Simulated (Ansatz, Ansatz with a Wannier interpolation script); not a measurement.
Rows from a G0W0 calculation on CsCdCl3 (Pm-3m) (Ansatz 0.2.0; G0W0 on LDA, plane waves, PAW; 4×4×4 mesh, 528 empty bands, screening to 140 eV), in eV. Spin-orbit coupling is left out.

The database entry behind the starting cell is an old determination (1928), so it need not match the best structure at ambient conditions.

```tsv
row	k	band	start	Σx	Σc at the solution	Vxc
A	Γ	v1	3.111	-21.020	2.838	-16.982
B	(-0.500, -0.500, -0.500)	c1	9.346	-6.120	-3.932	-11.003
C	Γ	v4	2.781	-20.570	3.121	-16.139
D	(-0.500, -0.500, -0.500)	v3	3.425	-21.211	2.951	-16.993
E	(-0.500, -0.500, -0.500)	v1	3.697	-24.270	2.604	-20.731
F	Γ	c1	5.207	-10.032	-3.784	-14.783
```

Work out each quasiparticle level and how far it moved.

The quasiparticle equation reads E = start + Σx + Σc(E) − Vxc.

```tsv
row	E (eV)	shift (eV)
A	1.909	−1.201
B	10.296	+0.951
C	1.472	−1.309
D	2.157	−1.268
E	2.762	−0.935
F	6.174	+0.967
```

Limits: not at the basis limit; d shell near the gap, gap tends to lie low; no spin-orbit coupling.

[Paths, hosts, dates, memory and timing lines, banners, echoed tables and standing remarks are left out of the program output.]

[Logs are printed without paths, hosts, clocks, repeated set-up lines and the standing remarks that a program may print on its own settings, such as how far it seeks lower states.]

[Runs of the session that timed out or met a known fault of the program may be left out.]

[Hosts, paths, dates, database ids (printed as entryN), source tags and the programs' standing remarks are cut or masked in the printed files.]
